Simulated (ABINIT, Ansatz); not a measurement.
## Li2H6Pt (Fm-3m): G0W0 on several meshes in ABINIT

Aim: the GW shift of Li2H6Pt (Fm-3m) against the k mesh.

Method: LDA and many-body steps on it, plane waves, in ABINIT 10.8.3.

This is a report of a sequence of runs, with most program output left out.

## Step 1: Set-up

The structure is cubic, space group Fm-3m (No. 225). Conventional cell: a = 6.650 Å, b = 6.650 Å, c = 6.650 Å, α = 90.00°, β = 90.00°, γ = 90.00°. Li has 12 H at 2.35 Å nearest. Nearest to H lie 1 Pt at 1.63 Å. Nearest to Pt lie 6 H at 1.63 Å. Farther neighbours are not listed.

The cell and positions are those that the Materials Project relaxed with its own functionals (PBE, PBE+U or r2SCAN), kept fixed. Spin-orbit coupling is left out unless a step names it.

## Step 2: Empty states on the mesh, 4×4×4 mesh, 142 bands

This step: ABINIT 10.8.3; DFT, LDA, plane waves, norm-conserving pseudopotentials.

The sums over transitions need many empty states on a uniform mesh; this step solves for them.

The input, run.abi:

```
acell 3*1.0 Angstrom
rprim 
  -0.000000000000 3.324927160000 3.324927160000
  3.324927160000 0.000000000000 3.324927160000
  3.324927160000 3.324927160000 0.000000000000
ntypat 3
znucl 3 1 78
natom 9
typat 1 1 2 2 2 2 2 2 3
xred 
  0.750000000000 0.750000000000 0.750000000000
  0.250000000000 0.250000000000 0.250000000000
  0.754787880000 0.754787880000 0.245212120000
  0.245212120000 0.754787880000 0.245212120000
  0.754787880000 0.245212120000 0.245212120000
  0.245212120000 0.245212120000 0.754787880000
  0.754787880000 0.245212120000 0.754787880000
  0.245212120000 0.754787880000 0.754787880000
  0.000000000000 0.000000000000 0.000000000000
pp_dirpath "pseudos"
pseudos "Li.upf, H.upf, Pt.upf"
ecut 34
ngkpt 4 4 4
nshiftk 1
shiftk 0 0 0
kptopt 1
chksymbreak 0
irdden 1
istwfk *1
nband 142
prtvol 0
optdriver 6
gwr_task "HDIAGO"
paral_kgb 0
occopt 1
indata_prefix "in"
outdata_prefix "out"
tmpdata_prefix "tmp"
```

On the command line:

```sh
OMP_NUM_THREADS=1 mpirun -n 4 abinit run.abi > log
```

Run time: 2.5 min. Hardware: 4 MPI ranks of Arm Neoverse V1, shared host; peak memory 5 GiB; 9.9 min of CPU time.

Numbers from this step:

| Property | Result |
| --- | --- |
| gap | 2.757 eV |
| k of the valence top | -0.25, 0.25, 0 |
| k of the conduction bottom | 0.5, 0.5, 0 |
| least direct gap | 4.334 eV |
| k points computed | 8 |
| lowest point of the top converged band, above the valence top | 73.4565 eV |

On this mesh the gap is 2.757 eV.

The density comes from a self-consistent run that is not shown.

## Step 3: Screening, 4×4×4 mesh, 63 bands, screening to 114.3 eV

The RPA dielectric matrix is built and inverted for each q.

This step: RPA screening on LDA, plane waves, norm-conserving pseudopotentials.

Changes to run.abi since step 2:

```diff
@@ -27,10 +27,11 @@
 chksymbreak 0
-irdden 1
 istwfk *1
-nband 142
-prtvol 0
-optdriver 6
-gwr_task "HDIAGO"
-paral_kgb 0
 occopt 1
+irdwfk 1
+optdriver 3
+nband 63
+ecuteps 4.2
+inclvkb 2
+awtr 1
+symchi 1
 indata_prefix "in"
```

Elapsed: 22 s, on 4 MPI ranks; peak memory 1 GiB.

Numbers from this step:

```yaml
eps_infinity_with_local_fields_on_this_mesh_along_the_program_s_q_direction: 4.223
the_same_without_local_fields: 5.156
plasma_frequency: 23.72 eV
plane_waves_in_the_screening_matrix: 181
```

Local fields lower ε∞ by 18 %.

## Step 4: 4×4×4

The self-energy is evaluated for the states that the input lists, and the levels follow from it, in one-shot runs by the linearised quasiparticle equation.

This step: G0W0 on LDA, plane waves, norm-conserving pseudopotentials.

Changes to run.abi since step 3:

```diff
@@ -30,8 +30,19 @@
 irdwfk 1
-optdriver 3
+optdriver 4
 nband 63
+gwcalctyp 0
+ecutsigx 34
+symsigma 1
+nkptgw 3
+kptgw 
+  -0.2500000000 0.2500000000 0.0000000000
+  0.5000000000 0.5000000000 0.0000000000
+  0.0000000000 0.0000000000 0.0000000000
+bdgw 
+  14 17
+  14 17
+  13 19
 ecuteps 4.2
-inclvkb 2
-awtr 1
-symchi 1
+irdscr 1
+ppmodel 1
 indata_prefix "in"
```

Elapsed: 11 s, on 4 MPI ranks; peak memory 0.92 GiB; 43 s of CPU time.

This step gave:

* G0W0 gap on the points computed: 4.751 eV
* starting gap on the mesh: 2.757 eV
* k of the valence top: -0.25, 0.25, 0
* k of the conduction bottom: 0.5, 0.5, 0
* Z at the valence top: 0.812
* Z at the conduction bottom: 0.827
* least direct G0W0 gap on the computed points: 6.486 eV

The gap on the mesh goes from 2.76 eV to 4.75 eV, a correction of +1.99 eV.

## Step 5: Empty states on the mesh, 2×2×2 mesh, 69 bands

This step: DFT, LDA, plane waves, norm-conserving pseudopotentials.

Changes to run.abi since step 4:

```diff
@@ -22,3 +22,3 @@
 ecut 34
-ngkpt 4 4 4
+ngkpt 2 2 2
 nshiftk 1
@@ -27,22 +27,10 @@
 chksymbreak 0
+iscf -2
+irdden 1
 istwfk *1
-occopt 1
-irdwfk 1
-optdriver 4
-nband 63
-gwcalctyp 0
-ecutsigx 34
-symsigma 1
-nkptgw 3
-kptgw 
-  -0.2500000000 0.2500000000 0.0000000000
-  0.5000000000 0.5000000000 0.0000000000
-  0.0000000000 0.0000000000 0.0000000000
-bdgw 
-  14 17
-  14 17
-  13 19
-ecuteps 4.2
-irdscr 1
-ppmodel 1
+nband 69
+nbdbuf 6
+tolwfr 1e-09
+nstep 60
+prtvol 0
 indata_prefix "in"
```

The job ended after 11 s (4 MPI ranks; peak memory 0.29 GiB; 42 s of CPU time).

Numbers from this step:

| Quantity | Value |
| --- | --- |
| gap | 2.776 eV |
| k of the valence top | 0.5, 0, 0 |
| k of the conduction bottom | 0.5, 0.5, 0 |
| least direct gap | 4.335 eV |
| k points computed | 3 |
| lowest point of the top converged band, above the valence top | 36.23 eV |

On this mesh the gap is 2.776 eV.

## Step 6: Screening, 2×2×2 mesh, 63 bands, screening to 114.3 eV

This step: RPA screening on LDA, plane waves, norm-conserving pseudopotentials.

Changes to run.abi since step 5:

```diff
@@ -27,10 +27,11 @@
 chksymbreak 0
-iscf -2
-irdden 1
 istwfk *1
-nband 69
-nbdbuf 6
-tolwfr 1e-09
-nstep 60
-prtvol 0
+occopt 1
+irdwfk 1
+optdriver 3
+nband 63
+ecuteps 4.2
+inclvkb 2
+awtr 1
+symchi 1
 indata_prefix "in"
```

It took 5.4 s on 4 MPI ranks; peak memory 0.73 GiB.

This step gave:

```
ε∞ with local fields, on this mesh, along the program's q direction : 5.688
the same without local fields                                       : 6.903
plasma frequency                                                    : 23.72 eV
plane waves in the screening matrix                                 : 181
```

## Step 7: 2×2×2

This step: G0W0 on LDA, plane waves, norm-conserving pseudopotentials.

Changes to run.abi since step 6:

```diff
@@ -30,8 +30,19 @@
 irdwfk 1
-optdriver 3
+optdriver 4
 nband 63
+gwcalctyp 0
+ecutsigx 34
+symsigma 1
+nkptgw 3
+kptgw 
+  0.5000000000 0.0000000000 0.0000000000
+  0.5000000000 0.5000000000 0.0000000000
+  0.0000000000 0.0000000000 0.0000000000
+bdgw 
+  14 17
+  14 17
+  13 19
 ecuteps 4.2
-inclvkb 2
-awtr 1
-symchi 1
+irdscr 1
+ppmodel 1
 indata_prefix "in"
```

The job ended after 5 s (4 MPI ranks; peak memory 0.69 GiB; 20 s of CPU time).

Numbers from this step:

- G0W0 gap on the points computed: 4.679 eV
- starting gap on the mesh: 2.776 eV
- k of the valence top: 0.5, 0, 0
- k of the conduction bottom: 0.5, 0.5, 0
- Z at the valence top: 0.815
- Z at the conduction bottom: 0.828
- least direct G0W0 gap on the computed points: 6.364 eV

Against G0W0 in ABINIT (4×4×4 mesh, 63 bands, screening to 114.3 eV, Godby-Needs plasmon pole), the gap moves by −0.072 eV.

## Step 8: The runs together

Times are wall times on 4 MPI ranks of Arm Neoverse V1, shared host, good to a factor of about two. A run's time includes the screening step that it read.

```
  run   mesh  bands  screening cutoff (eV)  DFT gap (eV)  gap on the mesh (eV)  direct (eV)  ε∞ used  time
4×4×4  4×4×4     63                  114.3         2.757                 4.751        6.486     4.22  33 s
2×2×2  2×2×2     63                  114.3         2.776                 4.679        6.364     5.69  10 s
```

## Step 9: Results

```
4×4×4        : 4.751 eV
2×2×2        : 4.679 eV
known limits : not at the basis limit; no spin polarisation; d states lean on the start; no spin-orbit coupling; coarse k mesh
```

What this shows: 2×2×2: −0.072 eV against 4×4×4, +0.018 eV of it in the start. Bands and cutoff are finite, so the gap is not at the basis limit. The miss can reach some tenths of an eV and take either sign; the mesh is an error of its own. In the G0W0 runs levels were corrected at 3 k points alone, so a gap called «on the mesh» is the least over those, and an edge elsewhere would be missed. A denser mesh or path gives a starting gap of 2.58 eV: the GW mesh misses a band edge, so its gaps are not the fundamental one. The runs have no spin polarisation. For a closed low-spin shell that is the natural state; where a d or f shell is open it is a constraint, and the gap is then not the crystal's own. With d states at the gap, one-shot GW leans hard on its start. The many-body steps are scalar-relativistic: spin-orbit coupling is not in them.

[Paths, hosts, dates, memory and timing lines, banners, echoed tables and standing remarks are left out of the program output.]

[Logs are printed without paths, hosts, clocks, repeated set-up lines and the standing remarks that a program may print on its own settings, such as how far it seeks lower states.]

[Runs of the session that timed out or met a known fault of the program may be left out.]

[Hosts, paths, dates, database ids (printed as entryN), source tags and the programs' standing remarks are cut or masked in the printed files.]

[G0W0 gaps are taken among the corrected bands and points alone; a level outside them can change the order at an edge.]

[Where Ansatz stands beside ABINIT at settings called matched, ABINIT's density can come from a denser mesh and the files from another edition; pairs whose starting gaps differed by over 0.03 eV were left out, so agreement reads better than it is.]
